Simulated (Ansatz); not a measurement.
# Cu(111) film, 1 layer, flat: channels in plane against thickness

Aim: the ballistic channels of flat films against thickness, first Cu(111) film, 1 layer, flat.

Calculated with Ansatz 0.2.0; Ansatz plane-wave DFT, PBE, PAW files; ballistic transport by layer matching (Landauer), zero bias; PAW set soft_1.

**1. The starting structure**

The cell holds 2 atoms: 2 Cu. Its edges and angles: a = 11.000 Å, b = 2.556 Å, c = 4.427 Å, α = 90.0°, β = 90.0°, γ = 90.0°. It derives from Cu. Vacuum lies along a. The structure's axis is c.

**2. With 1 layer**

Vacuum lies along the first vector, which takes one k-point, and the current runs in the film's plane. One period is a perfect wire, so its channels are the result. Energies from -0.27 to 0.27 eV in steps of 0.036 eV cover the slope of the Fermi function at 300 K, so the program can form a conductance.

input.yaml reads:

```yaml
crystal:
  lattice:
    - [11.0, 0.0, 0.0]
    - [0.0, 2.5561627297, 0.0]
    - [0.0, 0.0, 4.4274037203]
  atoms:
    - { symbol: Cu, position: [0.4090909091, 0.0, 0.0] }
    - { symbol: Cu, position: [0.4090909091, 0.5, 0.5] }
kpoints:
  mp_grid: { grid: [1, 16, 10] }
hamiltonian:
  xc: pbe
  pseudopotentials: { kind: paw, azcp: { folder: soft_1 } }
scf:
  occupations: { method: fermi_dirac, width: 0.1 }
output:
  transmission:
    leads: [[0, 0]]
    kmesh: [1, 36]
    e_range: [-0.27, 0.27]
    de: 0.036
```

Run with:

```sh
> ansatz run input.yaml --threads 4 --pin off --max-ram 15360MiB --backend cpu --events-out ev --progress --plain --runs-dir out
```

Numbers of over 12 decimals in the logs are rounded to 6 here.

The program printed:

```text
Engine: ansatz 0.2.0, x86_64-unknown-linux-gnu
Pseudopotentials: kind: paw
Pseudopotential: Cu, paw, valence charge 19, recommended cutoff 420 eV (normal), soft_1/Cu.paw.azcp
Functional definition: PBE
  parameter kappa = 0.804
  parameter beta = 0.066725
  exchange = pbe_x(kappa = kappa, mu = beta*pi^2/3)
  correlation = pbe_c(beta = beta)
Crystal: 2 atoms, lattice volume = 124.489 Å³
Basis set: ecut = 420 eV, 2459 PW (Γ)
Bands: 23, of which v1, the nominal top of the filled ones, is band 19 counted from 1 (18 counted from 0)
Symmetry: 16 space group operations
Space group: P6/mmm (ITA 191), of the structure as read, at distance tolerance 5.0e-5 Å
k-points: 54 of 160
Non-local potential: Cu, projectors of the file, l = 0: 3, l = 1: 2, l = 2: 3, l = 3: 1
PAW form: soft (Blöchl's): semilocal exchange-correlation on the pseudo side does not see the compensation charge
PAW one-centre angular grid: Cu, 590 points (default); XC on 64 Gauss nodes
Initial density: superposition of atomic densities (neutral atoms: chi_scale 0, normalization atom)
Initial wavefunctions: pseudopotential atomic-orbital guess
Functional: x = pbe(κ = 0.804, μ = 0.219515), c = pbe(β = 0.066725)
SCF iter   1: F=—  HF=-13249.819668 eV  |F-HF|=—  |Δ(HF+E_count)|=         —  Δρ=1.02e-1  dr2=7.76e0  ethr=3.10e-3  ⟨swp⟩=5.9  Hψ=5331  notcnv=0
preconditioner: auto → LDOS  [metal: Δε(μ)=0.117 eV  Ē_g=5.691 eV  σ=0.100 eV  W_gap=0.28  n_scr=20 (ndim 8)  ℏωp=15.6 eV  f_vac=0.668  D(μ)=1.09/eV (n_scr^D=4)  β→1.0]
SCF iter   2: F=—  HF=-13255.305248 eV  |F-HF|=—  |Δ(HF+E_count)|=    5.49e0  Δρ=1.80e-1  dr2=2.08e1  ethr=3.10e-3  ⟨swp⟩=3.8  Hψ=3791  notcnv=0  recentre
SCF iter   3: F=—  HF=-13248.844073 eV  |F-HF|=—  |Δ(HF+E_count)|=    6.46e0  Δρ=2.08e-2  dr2=3.16e-1  ethr=3.10e-3  ⟨swp⟩=3.7  Hψ=3713  notcnv=0
SCF iter   4: F=—  HF=-13248.788073 eV  |F-HF|=—  |Δ(HF+E_count)|=   5.60e-2  Δρ=2.85e-3  dr2=5.71e-3  ethr=8.32e-4  ⟨swp⟩=2.0  Hψ=2419  notcnv=0
SCF iter   5: F=—  HF=-13248.790244 eV  |F-HF|=—  |Δ(HF+E_count)|=   2.17e-3  Δρ=6.05e-4  dr2=2.91e-4  ethr=1.50e-5  ⟨swp⟩=2.0  Hψ=2279  notcnv=0
SCF iter   6: F=—  HF=-13248.790218 eV  |F-HF|=—  |Δ(HF+E_count)|=   2.62e-5  Δρ=2.57e-5  dr2=6.76e-7  ethr=7.65e-7  ⟨swp⟩=2.1  Hψ=1771  notcnv=0
SCF iter   7: F=—  HF=-13248.790220 eV  |F-HF|=—  |Δ(HF+E_count)|=   1.28e-6  Δρ=2.16e-5  dr2=3.57e-7  ethr=2.63e-10  ⟨swp⟩=5.6  Hψ=4187  notcnv=0
SCF iter   8: F=-13248.790220 eV  HF=-13248.790220 eV  |F-HF|=1.85e-9  |Δ(HF+E_count)|=   4.78e-8  Δρ=1.62e-6  dr2=2.19e-9  ethr=2.63e-10  ⟨swp⟩=1.0  Hψ=3005  notcnv=0
SCF 1 converged in 8 iterations: F = -13248.790220 eV  dr2 = 2.19e-9
  greatest PAW one-centre occupation: 1.000 electrons in one spin orbital (limit 2), on the Cu atom at site 1 (counted from 0), in its partial waves of l = 0
transmission: 12 of 114 steps passed
transmission: 24 of 114 steps passed
[...]
transmission: 114 of 114 steps passed
SCF converged after 8 iterations
Free energy (F): -13248.790220 eV
Harris-Foulkes:  -13248.790220 eV  (|F-HF|=1.85e-9)
Internal energy: -13248.775710 eV  (E = F + TS)
E sigma→0 (E₀):  -13248.782965 eV
Entropy (-TS):   -0.014510 eV (-7.255 meV/atom)
Fermi energy:    -0.822709 eV
--- Per-component energies (eV) ---
  E_band       = -1348.507635
  E_kinetic    = 520.725972
  E_local      = -25616.422209  (includes V_loc(G=0)·N_el)
  E_nonlocal   = 1792.804116
  E_hartree    = 11815.312341
  E_xc         = -133.320901
  E_vxc        = -171.689620  (∫ρ·V_xc dr)
  E_paw        = -3641.482453  (= ΣΔE_a)
  E_vpaw       = -1504.560387  (= ΣTr[D̂ρ^β])
  E_aug_tail   = 0.001892  (compensation charges beyond the density's cutoff)
  E_ewald      = 2013.605532
  E_smearing   = -0.014510  (= −TS)
  E_closure    = -0.000000  (closes the sum)
  Σ components = -13248.790220   (vs F -13248.790220, Δ=0.00e0)
--- Band table (eV; the first three rows and the last of 54) ---
  k-point 0: bands = [... 15 lower, -2.0947, -1.8717, -1.8716, -1.5942, 0.0071, 1.0546, 3.4631, 4.2949]
  k-point 1: bands = [... 15 lower, -2.0893, -1.9471, -1.8771, -1.6293, 0.1435, 0.4503, 3.5370, 5.0452]
  k-point 2: bands = [... 15 lower, -2.1276, -2.0736, -1.8931, -1.7298, -0.6461, 0.5087, 3.7589, 5.5041]
  k-point 53: bands = [... 15 lower, -2.0948, -1.5947, -1.5947, 1.0542, 1.0542, 4.2953, 4.2953, 7.3536]
--- Transmission ---
  basis      : 253 plane waves across, 6 finite elements along
  points     : 19, standing for a mesh of 1 x 36
  filling    : by the input's occupations and mesh, since the crystals that have channels conduct as metals do. If one of these is a semiconductor, that mesh has misplaced its level
  energies   : 16 from -0.270000 to 0.270000 eV about the Fermi level, 0.036000 eV apart; the leads are filled to 0.000000 eV, and channels, transmission and decay are at 0.018000 eV
  crystal 0  : Cu2, at the sites [0, 0], period 4.4274 Å: whole cells are its period
    offset         : up to 0.0000 Å between an atom of the period and one for which it stands
    filled         : 19.6 meV under the level at which it is neutral
    channels       : 8.055556e-1 a spin
    conductance    : 2.2308e14 S/m² at 300 K; may be off by some 0.0 % by where its bands' edges are placed, 10.2 % from the k-mesh, 0.5 % from the distance to neutral
    slowest decay  : 0.1843 /Å at (0.0000, 0.4167)
```

It took 44 s on 4 threads of Intel Xeon Platinum 8375C at 2.90GHz (Ice Lake), shared host; peak memory 0.87 GiB.

Numbers from this step:

```
free energy                                : -13248.7902 eV
energy at zero smearing                    : -13248.7830 eV
Fermi energy                               : -0.8227 eV
cell area                                  : 28.12 Å²
estimated errors of the lead's conductance : 0, 10.2, 0.5 % (band edges, k-mesh, distance from neutral)
lead conductance per cell                  : 0.8096 G₀
```

Per spin. The open channels, zone mean, lead by energy, zero at the Fermi level:

| energy (eV) | open channels, zone mean, lead |
| --- | --- |
| -0.270 | 0.806 |
| -0.234 | 0.806 |
| -0.198 | 0.806 |
| -0.162 | 0.806 |
| -0.126 | 0.806 |
| -0.090 | 0.806 |
| -0.054 | 0.806 |
| -0.018 | 0.806 |
| 0.018 | 0.806 |
| 0.054 | 0.806 |
| 0.090 | 0.861 |
| 0.126 | 0.861 |
| 0.162 | 0.861 |
| 0.198 | 0.861 |
| 0.234 | 0.861 |
| 0.270 | 0.861 |

The program's largest error estimate for it is 10 %, from the k-mesh.

**3. With 2 layers, thickness 4.174 A**

The film grows to 2 layers.

System of this step: Cu(111) film, 2 layers, flat. The cell holds 4 atoms: 4 Cu. Cell: a = 13.087 Å, b = 2.556 Å, c = 4.427 Å, α = 90.0°, β = 90.0°, γ = 90.0°. It derives from Cu. Vacuum lies along a. The structure's axis is c.

input.yaml, the sections that differ from step 2:

```yaml
crystal:
  lattice:
    - [13.0870981291, 0.0, 0.0]
    - [0.0, 2.5561627297, 0.0]
    - [0.0, 0.0, 4.4274037203]
  atoms:
    - { symbol: Cu, position: [0.3438501, 0.0, 0.0] }
    - { symbol: Cu, position: [0.3438501, 0.5, 0.5] }
    - { symbol: Cu, position: [0.5033276334, 0.0, 0.3333333333] }
    - { symbol: Cu, position: [0.5033276334, 0.5, 0.8333333333] }
# kpoints, hamiltonian, scf, output: as in step 2
```

The program printed:

```text
[...]
Crystal: 4 atoms, lattice volume = 148.109 Å³
Basis set: ecut = 420 eV, 2937 PW (Γ)
Bands: 46, of which v1, the nominal top of the filled ones, is band 38 counted from 1 (37 counted from 0)
Symmetry: 8 space group operations
[...]
k-points: 54 of 160
[...]
--- Transmission ---
  basis      : 299 plane waves across, 6 finite elements along
  points     : 19, standing for a mesh of 1 x 36
[...]
crystal 0  : Cu4, at the sites [0, 0], period 4.4274 Å: whole cells are its period
[...]
filled         : 29.1 meV over the level at which it is neutral
    channels       : 1.666667e0 a spin
[...]
slowest decay  : 0.3343 /Å at (0.0000, 0.5000)
[key lines of the parts left out:]
SCF converged after 9 iterations
Free energy (F): -26498.902742 eV
Fermi energy:    2.033349 eV
```

The job ended after 88 s (4 threads; peak memory 1.2 GiB).

Numbers from this step:

```
free energy                                : -26498.9027 eV
energy at zero smearing                    : -26498.8806 eV
Fermi energy                               : 2.033 eV
cell area                                  : 33.45 Å²
estimated errors of the lead's conductance : 0, 7.9, 0.4 % (band edges, k-mesh, distance from neutral)
lead conductance per cell                  : 1.663 G₀
```

Per spin. Open channels, zone mean, lead against energy, zero at the Fermi level:

| energy (eV) | open channels, zone mean, lead |
| --- | --- |
| -0.270 | 1.56 |
| -0.234 | 1.56 |
| -0.198 | 1.56 |
| -0.162 | 1.56 |
| -0.126 | 1.67 |
| -0.090 | 1.61 |
| -0.054 | 1.67 |
| -0.018 | 1.67 |
| 0.018 | 1.67 |
| 0.054 | 1.67 |
| 0.090 | 1.67 |
| 0.126 | 1.67 |
| 0.162 | 1.69 |
| 0.198 | 1.75 |
| 0.234 | 1.75 |
| 0.270 | 1.75 |

The lead conductance per cell is 1.66 G₀, 2.1 times the 0.810 G₀ of the last finished run.

**4. With 3 layers, thickness 6.261 A**

The film grows to 3 layers.

System of this step: Cu(111) film, 3 layers, flat. The cell holds 6 atoms: 6 Cu. Cell: a = 15.174 Å, b = 2.556 Å, c = 4.427 Å, α = 90.0°, β = 90.0°, γ = 90.0°. It derives from Cu. Vacuum lies along a. The structure's axis is c.

input.yaml, the sections that differ from step 3:

```yaml
crystal:
  lattice:
    - [15.1741962582, 0.0, 0.0]
    - [0.0, 2.5561627297, 0.0]
    - [0.0, 0.0, 4.4274037203]
  atoms:
    - { symbol: Cu, position: [0.2965560695, 0.0, 0.0] }
    - { symbol: Cu, position: [0.2965560695, 0.5, 0.5] }
    - { symbol: Cu, position: [0.4340986512, 0.0, 0.3333333333] }
    - { symbol: Cu, position: [0.4340986512, 0.5, 0.8333333333] }
    - { symbol: Cu, position: [0.571641233, 0.0, 0.6666666667] }
    - { symbol: Cu, position: [0.571641233, 0.5, 0.1666666667] }
# kpoints, hamiltonian, scf, output: as in step 3
```

The program printed:

```text
[...]
Crystal: 6 atoms, lattice volume = 171.729 Å³
Basis set: ecut = 420 eV, 3381 PW (Γ)
Bands: 69, of which v1, the nominal top of the filled ones, is band 57 counted from 1 (56 counted from 0)
[... 1 set-up line as in the run before ...]
[...]
k-points: 54 of 160
[...]
k-point 53: bands = [... 53 lower, 2.7026, 4.0453, 4.0453, 5.1642, 5.1642, 5.5712, 5.5712, 8.4968, ... 8 higher]
--- Transmission ---
  basis      : 347 plane waves across, 6 finite elements along
  points     : 19, standing for a mesh of 1 x 36
[...]
crystal 0  : Cu6, at the sites [0, 0], period 4.4274 Å: whole cells are its period
[...]
filled         : 13.2 meV under the level at which it is neutral
    channels       : 2.555556e0 a spin
[...]
[key lines of the parts left out:]
SCF converged after 10 iterations
Free energy (F): -39749.252161 eV
Fermi energy:    4.003791 eV
```

It took 2.5 min on 4 threads; peak memory 1.6 GiB.

Numbers from this step:

```yaml
free_energy: -39749.2522 eV
energy_at_zero_smearing: -39749.2097 eV
fermi_energy: 4.004 eV
cell_area: 38.79 Å²
estimated_errors_of_the_lead_s_conductance: 0, 5.1, 0.5 % (band edges, k-mesh, distance from neutral)
lead_conductance_per_cell: 2.448 G₀
```

Per spin. Table of open channels, zone mean, lead by energy, zero at the Fermi level:

| energy (eV) | open channels, zone mean, lead |
| --- | --- |
| -0.270 | 2.25 |
| -0.234 | 2.31 |
| -0.198 | 2.31 |
| -0.162 | 2.31 |
| -0.126 | 2.31 |
| -0.090 | 2.33 |
| -0.054 | 2.33 |
| -0.018 | 2.44 |
| 0.018 | 2.56 |
| 0.054 | 2.42 |
| 0.090 | 2.47 |
| 0.126 | 2.47 |
| 0.162 | 2.47 |
| 0.198 | 2.47 |
| 0.234 | 2.53 |
| 0.270 | 2.47 |

The lead conductance per cell is 2.45 G₀, 47 % over the 1.66 G₀ of the last finished run.

**5. With 4 layers, thickness 8.348 A**

The film grows to 4 layers.

System of this step: Cu(111) film, 4 layers, flat. The cell holds 8 atoms: 8 Cu. Its edges and angles: a = 17.261 Å, b = 2.556 Å, c = 4.427 Å, α = 90.0°, β = 90.0°, γ = 90.0°. It derives from Cu. Vacuum lies along a. The structure's axis is c.

input.yaml, the sections that differ from step 4:

```yaml
crystal:
  lattice:
    - [17.2612943873, 0.0, 0.0]
    - [0.0, 2.5561627297, 0.0]
    - [0.0, 0.0, 4.4274037203]
  atoms:
    - { symbol: Cu, position: [0.2606988734, 0.0, 0.0] }
    - { symbol: Cu, position: [0.2606988734, 0.5, 0.5] }
    - { symbol: Cu, position: [0.3816109025, 0.0, 0.3333333333] }
    - { symbol: Cu, position: [0.3816109025, 0.5, 0.8333333333] }
    - { symbol: Cu, position: [0.5025229316, 0.0, 0.6666666667] }
    - { symbol: Cu, position: [0.5025229316, 0.5, 0.1666666667] }
    - { symbol: Cu, position: [0.6234349607, 0.0, 0.0] }
    - { symbol: Cu, position: [0.6234349607, 0.5, 0.5] }
# kpoints, hamiltonian, scf, output: as in step 4
```

The program printed:

```text
[...]
Crystal: 8 atoms, lattice volume = 195.349 Å³
Basis set: ecut = 420 eV, 3871 PW (Γ)
Bands: 92, of which v1, the nominal top of the filled ones, is band 76 counted from 1 (75 counted from 0)
[... 1 set-up line as in the run before ...]
[...]
k-points: 54 of 160
[...]
--- Transmission ---
  basis      : 397 plane waves across, 6 finite elements along
  points     : 19, standing for a mesh of 1 x 36
[...]
crystal 0  : Cu8, at the sites [0, 0], period 4.4274 Å: whole cells are its period
[...]
filled         : 5.1 meV under the level at which it is neutral
    channels       : 3.222222e0 a spin
[...]
slowest decay  : 0.2531 /Å at (0.0000, 0.5000)
[key lines of the parts left out:]
SCF converged after 11 iterations
Free energy (F): -52999.639096 eV
Fermi energy:    5.479905 eV
```

Elapsed: 3.9 min, on 4 threads; peak memory 2 GiB.

This step gave:

| Item | Value |
| --- | --- |
| free energy | -52999.6391 eV |
| energy at zero smearing | -52999.5935 eV |
| Fermi energy | 5.480 eV |
| cell area | 44.12 Å² |
| estimated errors of the lead's conductance | 0, 6.5, 0.2 % (band edges, k-mesh, distance from neutral) |
| lead conductance per cell | 3.140 G₀ |

Per spin. Open channels, zone mean, lead against energy, zero at the Fermi level:

| energy (eV) | open channels, zone mean, lead |
| --- | --- |
| -0.270 | 2.94 |
| -0.234 | 3 |
| -0.198 | 3.06 |
| -0.162 | 3.06 |
| -0.126 | 3.06 |
| -0.090 | 3 |
| -0.054 | 3 |
| -0.018 | 3 |
| 0.018 | 3.22 |
| 0.054 | 3.17 |
| 0.090 | 3.17 |
| 0.126 | 3.17 |
| 0.162 | 3.17 |
| 0.198 | 3.17 |
| 0.234 | 3.28 |
| 0.270 | 3.22 |

The lead conductance per cell is 3.14 G₀, 28 % over the 2.45 G₀ of the last finished run.

**6. With 5 layers, thickness 10.435 A**

The film grows to 5 layers.

System of this step: Cu(111) film, 5 layers, flat. The cell holds 10 atoms: 10 Cu. Its edges and angles: a = 19.348 Å, b = 2.556 Å, c = 4.427 Å, α = 90.0°, β = 90.0°, γ = 90.0°. It derives from Cu. Vacuum lies along a. The structure's axis is c.

input.yaml, the sections that differ from step 5:

```yaml
crystal:
  lattice:
    - [19.3483925164, 0.0, 0.0]
    - [0.0, 2.5561627297, 0.0]
    - [0.0, 0.0, 4.4274037203]
  atoms:
    - { symbol: Cu, position: [0.2325774607, 0.0, 0.0] }
    - { symbol: Cu, position: [0.2325774607, 0.5, 0.5] }
    - { symbol: Cu, position: [0.3404467903, 0.0, 0.3333333333] }
    - { symbol: Cu, position: [0.3404467903, 0.5, 0.8333333333] }
    - { symbol: Cu, position: [0.4483161198, 0.0, 0.6666666667] }
    - { symbol: Cu, position: [0.4483161198, 0.5, 0.1666666667] }
    - { symbol: Cu, position: [0.5561854494, 0.0, 0.0] }
    - { symbol: Cu, position: [0.5561854494, 0.5, 0.5] }
    - { symbol: Cu, position: [0.664054779, 0.0, 0.3333333333] }
    - { symbol: Cu, position: [0.664054779, 0.5, 0.8333333333] }
# kpoints, hamiltonian, scf, output: as in step 5
```

The program printed:

```text
[...]
Crystal: 10 atoms, lattice volume = 218.969 Å³
Basis set: ecut = 420 eV, 4347 PW (Γ)
Bands: 114, of which v1, the nominal top of the filled ones, is band 95 counted from 1 (94 counted from 0)
[... 1 set-up line as in the run before ...]
[...]
k-points: 54 of 160
[...]
--- Transmission ---
  basis      : 445 plane waves across, 6 finite elements along
  points     : 19, standing for a mesh of 1 x 36
[...]
crystal 0  : Cu10, at the sites [0, 0], period 4.4274 Å: whole cells are its period
[...]
filled         : 13.3 meV under the level at which it is neutral
    channels       : 3.916667e0 a spin
[...]
slowest decay  : 0.2402 /Å at (0.0000, 0.5000)
[key lines of the parts left out:]
SCF converged after 11 iterations
Free energy (F): -66250.006040 eV
Fermi energy:    6.654308 eV
```

The job ended after 5.7 min (4 threads; peak memory 2.5 GiB; 22 min of CPU time).

This step gave:

```
free energy                                : -66250.0060 eV
energy at zero smearing                    : -66249.9471 eV
Fermi energy                               : 6.654 eV
cell area                                  : 49.46 Å²
estimated errors of the lead's conductance : 0, 4.6, 0.5 % (band edges, k-mesh, distance from neutral)
lead conductance per cell                  : 3.851 G₀
```

Per spin. The open channels, zone mean, lead by energy, zero at the Fermi level:

| energy (eV) | open channels, zone mean, lead |
| --- | --- |
| -0.270 | 3.75 |
| -0.234 | 3.75 |
| -0.198 | 3.81 |
| -0.162 | 3.75 |
| -0.126 | 3.69 |
| -0.090 | 3.75 |
| -0.054 | 3.81 |
| -0.018 | 3.81 |
| 0.018 | 3.92 |
| 0.054 | 3.97 |
| 0.090 | 3.92 |
| 0.126 | 3.86 |
| 0.162 | 3.92 |
| 0.198 | 4.03 |
| 0.234 | 3.97 |
| 0.270 | 3.97 |

The lead conductance per cell is 3.85 G₀, 23 % over the 3.14 G₀ of the last finished run.

**7. All levels side by side**

Times are for 4 threads of Intel Xeon Platinum 8375C at 2.90GHz (Ice Lake), shared host. The runs compared:

| no. | layers | lead conductance per cell (G₀) | time | memory (GiB) |
| --- | --- | --- | --- | --- |
| 1 | 1 | 0.8096 | 44 s | 0.87 |
| 2 | 2 | 1.663 | 88 s | 1.2 |
| 3 | 3 | 2.448 | 2.5 min | 1.6 |
| 4 | 4 | 3.140 | 3.9 min | 2.0 |
| 5 | 5 | 3.851 | 5.7 min | 2.5 |

The runs together. Table of open channels, zone mean by energy, zero at the Fermi level:

| energy (eV) | 1 | 2 | 3 | 4 | 5 |
| --- | --- | --- | --- | --- | --- |
| -0.270 | 0.806 | 1.56 | 2.25 | 2.94 | 3.75 |
| -0.234 | 0.806 | 1.56 | 2.31 | 3 | 3.75 |
| -0.198 | 0.806 | 1.56 | 2.31 | 3.06 | 3.81 |
| -0.162 | 0.806 | 1.56 | 2.31 | 3.06 | 3.75 |
| -0.126 | 0.806 | 1.67 | 2.31 | 3.06 | 3.69 |
| -0.090 | 0.806 | 1.61 | 2.33 | 3 | 3.75 |
| -0.054 | 0.806 | 1.67 | 2.33 | 3 | 3.81 |
| -0.018 | 0.806 | 1.67 | 2.44 | 3 | 3.81 |
| 0.018 | 0.806 | 1.67 | 2.56 | 3.22 | 3.92 |
| 0.054 | 0.806 | 1.67 | 2.42 | 3.17 | 3.97 |
| 0.090 | 0.861 | 1.67 | 2.47 | 3.17 | 3.92 |
| 0.126 | 0.861 | 1.67 | 2.47 | 3.17 | 3.86 |
| 0.162 | 0.861 | 1.69 | 2.47 | 3.17 | 3.92 |
| 0.198 | 0.861 | 1.75 | 2.47 | 3.17 | 4.03 |
| 0.234 | 0.861 | 1.75 | 2.53 | 3.28 | 3.97 |
| 0.270 | 0.861 | 1.75 | 2.47 | 3.22 | 3.97 |

**8. Outcome**

- conductance per cell, 1 layer: 0.810 G₀
- conductance per cell, 2 layers: 1.66 G₀
- conductance per cell, 3 layers: 2.45 G₀
- conductance per cell, 4 layers: 3.14 G₀
- conductance per cell, 5 layers: 3.85 G₀

The conductance per cell width goes from 0.810 G0 at 1 to 3.85 G0 at 5 layers. Over the film's own cross-section (layers × spacing × width) the conductance runs from 1.2 to 1.1×10¹⁵ S/m²; that nominal section leaves out the charge that spills into the vacuum, which flatters the thinnest films. The gains from one thickness to the next are 0.85, 0.79, 0.69 and 0.71 G0 per added layer; their spread isn't beyond the error estimates. The film repeats perfectly along the current, so nothing scatters; its faces are clean and not relaxed. The program's error estimates for the conductances, leads' steps apart, run from 4.6 to 10 %.

[Logs are printed without paths, hosts, clocks, repeated set-up lines and the standing remarks that a program may print on its own settings, such as how far it seeks lower states.]

[Hosts, paths, dates, database ids (printed as entryN), source tags and the programs' standing remarks are cut or masked in the printed files.]
